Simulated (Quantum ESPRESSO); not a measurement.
# Core-hole calculation of the O K edge in Ho2BiO2 (I4/mmm), part 3 of 3

What does one-electron theory with a core hole give for the O K edge of Ho2BiO2 (I4/mmm)?

Quantum ESPRESSO 7.5; X-ray absorption near-edge structure, plane-wave PAW LDA, one-electron final states by a Lanczos continued fraction.

So far. Step 7 (Spectrum with XCH, O atom 4): Main maxima below 24 eV (height): 1.5 eV (1.74), 4.2 eV (2.06), 10.8 eV (1.21), 13.6 eV (0.96), 17.5 eV (0.76) and 22.8 eV (0.75). A K edge sees empty p states on the absorber. Step 7 (Spectrum with XCH, O atom 4): The total-energy difference is 534.88 eV. One term is added: -8.83 eV, since the hole is spin-paired here and a spin-polarised one costs that much less in the free atom (computed apart). The photon energy is then 526.05 eV.

### 9. Spectrum with XCH, other settings, O atom 4

A test of how far the spectrum depends on this setting.

Changed against the first core-hole run: Lanczos tolerance from 0.005 to 0.1.

Contents of xspectra.in:

```
&input_xspectra
   calculation='xanes_dipole', edge='K'
   prefix='x', outdir='tmp', xiabs=3, xe0=12.178
   xonly_plot=.false., x_save_file='xanes.sav'
   xniter=3000, xcheck_conv=20, xerror=0.1
   xcoordcrys=.false., xepsilon(1)=1, xepsilon(2)=0, xepsilon(3)=0
/
&plot
   xnepoint=413, xemin=-10, xemax=45, terminator=.true., cut_occ_states=.true.
   xgamma=0.4
/
&pseudos
   filecore='../O.wfc'
/
&cut_occ
   cut_desmooth=0.1, cut_stepl=0.05, cut_stepu=0.05, cut_ierror=1e-5
/
3 3 3 0 0 0
```

On the command line:

```console
$ OMP_NUM_THREADS=1 mpirun --oversubscribe --bind-to none -np 4 xspectra.x -nk 4 -in xspectra.in > xspectra.out
```

Output:

```text
     [... banner and references ...]
Reading input_file

     calculation: xanes_dipole

     xepsilon  [cartesian coordinates]:   1.000000   0.000000   0.000000

     xonly_plot: FALSE
        => complete calculation: Lanczos + spectrum plot

     filecore (core-wavefunction file): ../O.wfc

     main plot parameters:
        cut_occ_states: TRUE
        gamma_mode:  constant
        -> using xgamma [eV]:  0.40
        xemin [eV]: -10.00
        xemax [eV]:  45.00
        xnepoint:  413
        xe0 [eV]:  12.178000 (energy zero read in input file)

[...]
Results of STEP 1 successfully written in x_save_file
     x_save_file name:
     ->  xanes.sav
     x_save_file version:  2

     ... End STEP 1 ...

     ... Begin STEP 2 ...

     The spectrum is calculated using the following parameters:
        xe0 [eV]:   12.1780
        the occupied states are elimintate from the spectrum
        xemin [eV]: -10.00
        xemax [eV]:  45.00
        xnepoint:  413
        constant broadening parameter [eV]:    0.400
        Core level energy [eV]:  -543.1
         (from electron binding energy of neutral atoms in X-ray data booklet)

     Cross-section successfully written in xanes.dat

     ... End STEP 2 ...

                                END JOB XSpectra
```

Run time: 17 s. Hardware: 4 MPI ranks of Arm Neoverse V2, shared host; peak memory 0.32 GiB.

These settings depart from the first run's and aren't meant as converged.

This run also has another mesh (3×3×3 against 6×6×6), so the 17 % r.m.s. difference can't be laid on the changed setting alone. Another feature, at 2.4 eV (1.65), becomes the highest below 16 eV; the one at 4.2 eV is gone.

```
E (eV)  first run  this run
  -2.0       0.07      0.07
  -0.5       0.20      0.19
   1.0       1.49      1.03
   2.5       1.15      1.65
   4.0       1.98      1.58
   5.5       1.21      1.17
   7.0       0.78      0.87
   8.5       0.80      0.88
  10.0       1.11      1.05
  11.5       1.04      1.08
  13.0       0.92      0.94
  14.5       0.73      0.81
  16.0       0.66      0.69
  17.5       0.76      0.67
  19.0       0.67      0.69
  20.5       0.69      0.76
  22.0       0.66      0.71
  23.5       0.72      0.73
  25.0       0.70      0.66
  26.5       0.58      0.62
  28.0       0.61      0.63
  29.5       0.68      0.66
  31.0       0.72      0.70
```

### 10. Supercell with XCH, O atom 4

This attempt departs from the first core-hole run: convergence threshold of the field to 0.01.

Contents of scf.in:

```
&control
   calculation='scf', prefix='x', pseudo_dir='../pp', outdir='tmp', tprnfor=.true.
/
&system
   ibrav=0, nat=10, ntyp=4, nbnd=61
   ecutwfc=50, ecutrho=510
   occupations='smearing', smearing='mv', degauss=0.015
/
&electrons
   conv_thr=1.0e-02, electron_maxstep=120
   mixing_beta=0.5
/
ATOMIC_SPECIES
Bi 1.0 Bi.lda-dn-kjpaw.UPF
Ho 1.0 Ho.lda-spdn-kjpaw.UPF
O0 1.0 O.lda-n-kjpaw-1sch.UPF
O 1.0 O.lda-n-kjpaw.UPF
CELL_PARAMETERS angstrom
  3.83980342 -3.83980342 0.00000000
  3.83980342 3.83980342 0.00000000
  -1.91990171 1.91990171 6.69739215
ATOMIC_POSITIONS crystal
Bi   0.00000000 0.00000000 0.00000000
Bi   0.50000000 0.50000000 0.00000000
Ho   0.33134614 0.00000000 0.66269228
Ho   0.83134614 0.50000000 0.66269228
Ho   0.66865386 0.00000000 0.33730772
Ho   0.16865386 0.50000000 0.33730772
O0   0.50000000 0.25000000 0.50000000
O    0.00000000 0.75000000 0.50000000
O    0.00000000 0.25000000 0.50000000
O    0.50000000 0.75000000 0.50000000
K_POINTS automatic
5 5 5 0 0 0
```

On the command line:

```console
$ OMP_NUM_THREADS=1 mpirun --oversubscribe --bind-to none -np 4 pw.x -nk 4 -in scf.in > scf.out
```

Output:

```text
     [... banner and references ...]
[banner, memory and clock lines left out]
using ibrav=0 with symmetry is DISCOURAGED, use correct ibrav instead

     G-vector sticks info

     bravais-lattice index     =            0
     lattice parameter (alat)  =      10.2618  a.u.
     unit-cell volume          =    1332.7550 (a.u.)^3
     number of atoms/cell      =           10
     number of atomic types    =            4
[...]
atom    3 type  2   force =    -0.07778611   -0.00036044    0.01865723
[...]
atom    9 type  4   force =     0.00000000    0.00000000    0.00000000
     atom   10 type  4   force =     0.00000000    0.00000000    0.00000000

     Total force =     0.159993     Total SCF correction =     0.137073
     SCF correction compared to forces is large: reduce conv_thr to get better values

     XML data file, charge density, pseudopotentials, collected wavefunctions
[key lines of the parts left out:]
!    total energy              =   -4288.68937713 Ry
the Fermi energy is    12.1860 ev
convergence has been achieved in   5 iterations
```

It took 41 s on 4 MPI ranks; peak memory 0.43 GiB; 2.7 min of CPU time.

The run finished. A setting was moved off its sound value on purpose, so it serves as a test and not as the result.

The fault put into the input: conv_thr is far too loose.

### 11. Spectrum with XCH, O atom 4

This attempt departs from the first core-hole run: convergence threshold of the field to 0.01.

Contents of xspectra.in:

```
&input_xspectra
   calculation='xanes_dipole', edge='K'
   prefix='x', outdir='tmp', xiabs=3, xe0=12.186
   xonly_plot=.false., x_save_file='xanes.sav'
   xniter=3000, xcheck_conv=20, xerror=0.005
   xcoordcrys=.false., xepsilon(1)=1, xepsilon(2)=0, xepsilon(3)=0
/
&plot
   xnepoint=413, xemin=-10, xemax=45, terminator=.true., cut_occ_states=.true.
   xgamma=0.4
/
&pseudos
   filecore='../O.wfc'
/
&cut_occ
   cut_desmooth=0.1, cut_stepl=0.05, cut_stepu=0.05, cut_ierror=1e-5
/
4 4 4 0 0 0
```

On the command line:

```console
$ OMP_NUM_THREADS=1 mpirun --oversubscribe --bind-to none -np 4 xspectra.x -nk 4 -in xspectra.in > xspectra.out
```

Output:

```text
     [... banner and references ...]
Reading input_file

     calculation: xanes_dipole

     xepsilon  [cartesian coordinates]:   1.000000   0.000000   0.000000

     xonly_plot: FALSE
        => complete calculation: Lanczos + spectrum plot

     filecore (core-wavefunction file): ../O.wfc

     main plot parameters:
        cut_occ_states: TRUE
        gamma_mode:  constant
        -> using xgamma [eV]:  0.40
        xemin [eV]: -10.00
        xemax [eV]:  45.00
        xnepoint:  413
        xe0 [eV]:  12.186000 (energy zero read in input file)

[...]
Results of STEP 1 successfully written in x_save_file
     x_save_file name:
     ->  xanes.sav
     x_save_file version:  2

     ... End STEP 1 ...

     ... Begin STEP 2 ...

     The spectrum is calculated using the following parameters:
        xe0 [eV]:   12.1860
        the occupied states are elimintate from the spectrum
        xemin [eV]: -10.00
        xemax [eV]:  45.00
        xnepoint:  413
        constant broadening parameter [eV]:    0.400
        Core level energy [eV]:  -543.1
         (from electron binding energy of neutral atoms in X-ray data booklet)

     Cross-section successfully written in xanes.dat

     ... End STEP 2 ...

                                END JOB XSpectra
```

It took 1.7 min on 4 MPI ranks; peak memory 0.32 GiB.

The run finished. A setting was moved off its sound value on purpose, so it serves as a test and not as the result.

The fault put into the input: conv_thr is far too loose.

This run also has another mesh (4×4×4 against 6×6×6), so the 5 % r.m.s. difference can't be laid on the changed setting alone. The highest intensity below 16 eV goes from 4.2 eV (2.06) to 4.3 eV (2.09).

```
E (eV)  first run  this run
  -2.0       0.07      0.07
  -0.5       0.20      0.19
   1.0       1.49      1.39
   2.5       1.15      1.17
   4.0       1.98      1.96
   5.5       1.21      1.26
   7.0       0.78      0.84
   8.5       0.80      0.77
  10.0       1.11      1.07
  11.5       1.04      0.95
  13.0       0.92      0.95
  14.5       0.73      0.71
  16.0       0.66      0.67
  17.5       0.76      0.75
  19.0       0.67      0.68
  20.5       0.69      0.75
  22.0       0.66      0.64
  23.5       0.72      0.74
  25.0       0.70      0.67
  26.5       0.58      0.61
  28.0       0.61      0.60
  29.5       0.68      0.66
  31.0       0.72      0.70
```

### 12. Runs not followed above

These runs aren't followed: redraws of a spectrum that repeat one shown, runs with a planted fault or a state judged unsound, or a program's part that gave no sound spectrum.

| program | step | status | elapsed |
| --- | --- | --- | --- |
| Quantum ESPRESSO | spectrum with XCH, other settings | converged | 55 s |

### 13. What came out

| Property | Result |
| --- | --- |
| absorber and edge | O K, atom 4 of the ground-state input (counted from 1) |
| surroundings | 4 Ho at 2.21 Å (distorted tetrahedral, site symmetry -4m2) |
| highest intensity below 16 eV | 4.2 eV above the zero, height 2.06 |
| photon energy of the zero, with the added terms | 526.0 eV (raw 534.9 eV; LDA puts this hole about 4 eV below PBE, itself good to a few eV) |

In words: The O K edge of atom 4, with 4 Ho at 2.21 Å (distorted tetrahedral, site symmetry -4m2), has its highest intensity of the first 16 eV at 4.2 eV above the zero, near 530 eV in photon energy (LDA puts this hole about 4 eV below PBE, itself good to a few eV), 2.1 times the mean level of the first 20 eV (Lorentzian half width 0.4 eV). At the O K edge of atom 4 polarisation matters most near 0.9 eV, where the curves differ by 0.9 on this scale. 2 further runs of this session are left out of this account as redundant. The run has no spin polarisation, although Ho can carry a moment. Lanthanide 4f electrons are frozen in the core. The primitive cell holds an odd number of electrons, so a spin-paired run has to come out metallic; that is right for a metal, but some such compounds are magnetic or distorted insulators. The holes are only 5.4 Å apart, so the shape is probably not converged with cell size; no larger cell was run here. The structure is a computed Materials Project entry and may be a hypothetical form.

[Banner, clock and machine lines of the logs are left out without a mark of their own.]

[Logs are printed without paths, hosts, clocks, repeated set-up lines and the standing remarks that a program may print on its own settings, such as how far it seeks lower states.]

[Hosts, paths, dates, database ids (printed as entryN), source tags and the programs' standing remarks are cut or masked in the printed files.]

[Lists of maxima count a maximum above −3 eV only where it reaches 4 % of the highest in the window and stands out from its surroundings by 2 % of it (1.5 % where it reaches 55 %); shoulders and weaker maxima are passed over, and of the rest the first, up to two pre-edge ones and the few strongest are named.]
